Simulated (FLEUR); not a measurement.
**Energy mapping worked by hand: MnSe**

Can a spin model with one coupling foretell the energy of a further order of MnSe?

Program: FLEUR MaX-R8.1. Level of theory: PBEsol; all-electron FLAPW, Dirac cores, scalar-relativistic bands. Results are calculated unless marked as measured.

The database entry behind the starting cell differs from later determinations by our own check (about 0.4 % short), so it need not match the best structure at ambient conditions.

### Step 1. The structure

The structure is cubic, space group Fm-3m (No. 225). The conventional cell has a = 5.440 Å, b = 5.440 Å, c = 5.440 Å, α = 90.00°, β = 90.00°, γ = 90.00°. Mn has 6 Se at 2.72 Å nearest. Nearest to Se lie 6 Mn at 2.72 Å. Farther neighbours and most contacts between anions are not listed.

As a file:

```cif
data_structure
_symmetry_space_group_name_H-M 'P 1'
_symmetry_Int_Tables_number 1
_cell_length_a 3.8467
_cell_length_b 3.8467
_cell_length_c 3.8467
_cell_angle_alpha 60.000
_cell_angle_beta 60.000
_cell_angle_gamma 60.000
_cell_volume 40.25
loop_
_atom_site_label
_atom_site_type_symbol
_atom_site_fract_x
_atom_site_fract_y
_atom_site_fract_z
_atom_site_occupancy
Mn1 Mn 0.00000 0.00000 0.00000 1
Se2 Se 0.50000 0.50000 0.50000 1
```

### Step 2. The parallel order

All energies count from this run.

inpgen writes inp.xml from crystal.txt; cutoffs, mixing, functional, smearing and local orbitals are then set in the file. The k list default-1 (kpts.xml, not shown) is a Γ-centred 8×8×8 mesh; where the ranks do not divide the number of points, some are split in two of half the weight.

Input file inp.xml:

```
<?xml version="1.0" encoding="UTF-8" standalone="no"?>
<fleurInput fleurInputVersion="0.39">
   <comment>
      MnSe
   </comment>
   <calculationSetup>
      <cutoffs Kmax="3.6" Gmax="10.8" GmaxXC="10.8" numbands="0"/>
      <scfLoop itmax="130" minDistance="0.00002" maxIterBroyd="15" imix="Anderson" alpha="0.05" precondParam="0.0" spinf="2.0" sdNocoIR="T"/>
      <coreElectrons ctail="T" frcor="F" kcrel="0" coretail_lmax="0"/>
      <xcFunctional name="PBEs" relativisticCorrections="F"/>
      <magnetism jspins="2"/>
      <soc l_soc="F" theta="0.0" phi="0.0" spav="F"/>
      <expertModes spex="0" secvar="F"/>
      <geometryOptimization l_f="F" forcealpha="1.0" forcemix="BFGS" epsdisp="0.00001" epsforce="0.00001"/>
      <ldaU l_linMix="F" mixParam="0.05" spinf="1.0"/>
   </calculationSetup>
   <cell>
      <bzIntegration valenceElectrons="31.0" mode="hist" fermiSmearingEnergy="0.00293995">
         <kPointListSelection listName="default-1"/>
         <xi:include xmlns:xi="http://www.w3.org/2001/XInclude" href="kpts.xml"> </xi:include>
      </bzIntegration>
      <xi:include xmlns:xi="http://www.w3.org/2001/XInclude" href="sym.xml"> </xi:include>
      <bulkLattice scale="1.0">
         <bravaisMatrix>
            <row-1>    0.0000000000000000     5.1400550589120000     5.1400550589120000</row-1>
            <row-2>    5.1400550589120000     0.0000000000000000     5.1400550589120000</row-2>
            <row-3>    5.1400550589120000     5.1400550589120000     0.0000000000000000</row-3>
         </bravaisMatrix>
      </bulkLattice>
   </cell>
   <atomSpecies>
      <species name="Manganese 4.500" element="Mn" atomicNumber="25">
         <mtSphere radius="2.51" gridPoints="829" logIncrement="0.015"/>
         <atomicCutoffs lmax="10" lnonsphr="8"/>
         <electronConfig flipSpins="F">
            <coreConfig>(1s1/2) (2s1/2) (2p1/2) (2p3/2)</coreConfig>
            <valenceConfig>(3s1/2) (3p1/2) (3p3/2) (4s1/2) (3d3/2) (3d5/2)</valenceConfig>
            <stateOccupation state="(3d3/2)" spinUp="1.75" spinDown="0.25"/>
            <stateOccupation state="(3d5/2)" spinUp="3.0" spinDown="0.0"/>
         </electronConfig>
         <energyParameters s="4" p="4" d="3" f="4"/>
         <lo type="SCLO" l="0" n="3" eDeriv="0"/>
         <lo type="SCLO" l="1" n="3" eDeriv="0"/>
      </species>
      <species name="Selenium (Se)" element="Se" atomicNumber="34">
         <mtSphere radius="2.51" gridPoints="829" logIncrement="0.015"/>
         <atomicCutoffs lmax="10" lnonsphr="8"/>
         <electronConfig flipSpins="F">
            <coreConfig>(1s1/2) (2s1/2) (2p1/2) (2p3/2) (3s1/2) (3p1/2) (3p3/2)</coreConfig>
            <valenceConfig>(4s1/2) (3d3/2) (3d5/2) (4p1/2) (4p3/2)</valenceConfig>
            <stateOccupation state="(4p1/2)" spinUp="0.666667" spinDown="0.666667"/>
            <stateOccupation state="(4p3/2)" spinUp="1.333333" spinDown="1.333333"/>
         </electronConfig>
         <energyParameters s="4" p="4" d="3" f="4"/>
      </species>
   </atomSpecies>
   <atomGroups>
      <atomGroup species="Manganese 4.500">
         <relPos label="                   1">.0000000000 .0000000000 .0000000000</relPos>
         <force calculate="T" relaxXYZ="TTT"/>
      </atomGroup>
      <atomGroup species="Selenium (Se)">
         <relPos label="                   2">1.000/2.000 1.000/2.000 1.000/2.000</relPos>
         <force calculate="T" relaxXYZ="TTT"/>
      </atomGroup>
   </atomGroups>
   <output dos="F" band="F" slice="F">
      <bandDOS minEnergy="-.5*Htr" maxEnergy="0.5*Htr" sigma="0.015" storeEVData="T"/>
      <plotting iplot="0" polar="F">
         <plot TwoD="T" vec1="  1.0  0.0  0.0" vec2="  0.0  1.0  0.0" vec3="  0.0  0.0  1.0" zero="  0.0  0.0  0.0" file="plot"/>
      </plotting>
      <moessbauerParams electricFieldGradient="F" isomerShift="F" coreHyperfine="F" valenceHyperfine="F"/>
   </output>
</fleurInput>
```

Input file crystal.txt:

```
MnSe
&input film=F cartesian=F /
0.00000000000  2.72000000000  2.72000000000
2.72000000000  0.00000000000  2.72000000000
2.72000000000  2.72000000000  0.00000000000
1.8897261246
1.0 1.0 1.0

2
25 0.00000000000  0.00000000000  0.00000000000 : 4.500
34 0.50000000000  0.50000000000  0.50000000000

&kpt div1=8 div2=8 div3=8 gamma=T /
```

Launch:

```bash
OMP_NUM_THREADS=1 inpgen -f crystal.txt > inpgen.log  # inp.xml is then edited as shown
OMP_NUM_THREADS=1 mpirun -n 4 fleur_MPI > fleur.log
```

The program printed:

```text
Welcome to FLEUR        (www.flapw.de)
      MaX-Release 8.1          (www.max-centre.eu)

 ========== k-point set info ==========
 Selected k-point list: default-1
 k-point list type: mesh
 0 x 0 x 0
 Number of k points: 32

 [... set-up left out ...]
 Iteration:     1   Distance:       4.64113257 me/bohr^3
 Iteration:     2   Distance:       4.34805589 me/bohr^3
 Iteration:     3   Distance:       1.79593351 me/bohr^3
 Iteration:     4   Distance:       0.58178313 me/bohr^3
 Iteration:     5   Distance:       0.51805390 me/bohr^3
[...]
<sumOfEigenvalues value="    -2078.1086796275">
               <coreElectrons value="-2049.4455787723"/>
               <valenceElectrons value="-28.6631008552"/>
            </sumOfEigenvalues>
         [... left out ...]
            <freeEnergy value="-3586.1359368363"/>
            <extrapolationTo0K value="-3586.1356260955"/>
         </totalEnergy>
         <densityConvergence units="me/bohr^3">
            <chargeDensity spin="1" distance="0.0000031589"/>
            <chargeDensity spin="2" distance="0.0000026161"/>
            <overallChargeDensity distance="0.0000052656"/>
            <spinDensity distance="0.0000024329"/>
         </densityConvergence>
      </iteration>
```

Run time: 13 s. Hardware: 4 MPI ranks of Intel Xeon Platinum 8488C (Sapphire Rapids), shared host; peak memory 0.26 GiB.

Spin moment in the muffin-tin sphere by atom:

```csv
atom,spin moment in the muffin-tin sphere (μB)
Mn1,4.45
Se2,0.13
```

Numbers from this step:

```
free energy                                                       : -97583.7301 eV
program's band gap on this mesh (in a metal only a level spacing) : 0.02587 eV
magnetization                                                     : 4.813 μB
final state                                                       : ferromagnetic
```

After 18 cycles the largest moment stands at 4.45 μB.

### Step 3. The orders used for the fit

The other orders were run with the same settings, on meshes that hold the same points. Free energies are divided by the number of Mn atoms; q is in fractions of the reciprocal vectors of the first run's cell.

| order | atoms | mesh | free energy (eV) | eV per Mn | largest moment (μB) |
| --- | --- | --- | --- | --- | --- |
| F + | 2 | 8×8×8 | -97583.7301 | -97583.7301 | 4.45 |
| AF q=(0,1/2,1/2) +- | 4 | 8×4×8 | -195167.5239 | -97583.7619 | 4.44 |

### Step 4. Counting neighbours

With E = −Σ J e_i·e_j over ordered pairs of unit vectors, turning a neighbour from parallel to opposed costs 2J a Mn atom. So an order lies 2 Σ n J over the parallel one, n being the opposed neighbours in each shell.

```csv
shell,distance (Å),neighbours,"opposed in AF q=(0,1/2,1/2) +-","opposed in AF q=(0,0,1/2) +-"
J1,3.85,12,8,6
J2,5.44,6,0,6
```

Only J1 is kept.

### Step 5. Solving

```
2 × 8 × J1 = -31.8 meV    (AF q=(0,1/2,1/2) +-)
J1 = -1.99 meV
```

### Step 6. The test

The couplings now give the orders that were left out:

```
2 × 6 × (-1.99) = -23.9 meV    (AF q=(0,0,1/2) +-)
```

The runs themselves:

```csv
order,atoms,mesh,free energy (eV),eV per Mn,largest moment (μB),over the parallel order (meV),foretold (meV)
"AF q=(0,0,1/2) +-",4,8×8×4,-195167.6715,-97583.8358,4.36,-105.6,-23.9
```

### Step 7. One more shell

One try is to add the next shell, though changing moments can also cause the miss. Both differences then fix both couplings, and no order is left for a test.

```
2 × 8 × J1 = -31.8 meV    (AF q=(0,1/2,1/2) +-)
2 × 6 × J1 + 2 × 6 × J2 = -105.6 meV    (AF q=(0,0,1/2) +-)
J1 = -1.99 meV
J2 = -6.81 meV
```

### Step 8. Summary of results

- effective coupling of the reversed pairs, counted on J1 (Mn–Mn at 3.85 Å): -1.99 meV
- largest miss on the orders left out: 82 meV
- J1 with two shells: -1.99 meV
- J2 with two shells: -6.81 meV

In words: The model misses the order left out by 82 meV, 77 % of the largest distance from the parallel order, so it fails: these couplings alone don't describe the crystal. With the next shell added the couplings are J1 = -1.99 and J2 = -6.81 meV, untested. The largest moments of the orders differ by 1.9 % of the greatest. One difference fixes one number: it sums all reversed shells and need not be the coupling of the nearest one, even in sign.

[Logs and program files are shortened in this print: banners, set-up blocks, solver, clock and traceback lines can be left out without a mark of their own.]

[Logs are printed without paths, hosts, clocks, repeated set-up lines and the standing remarks that a program may print on its own settings, such as how far it seeks lower states.]

[Hosts, paths, dates, database ids (printed as entryN), source tags and the programs' standing remarks are cut or masked in the printed files.]

[Where a cell is said to come from a database of computed structures, the database is the Materials Project.]
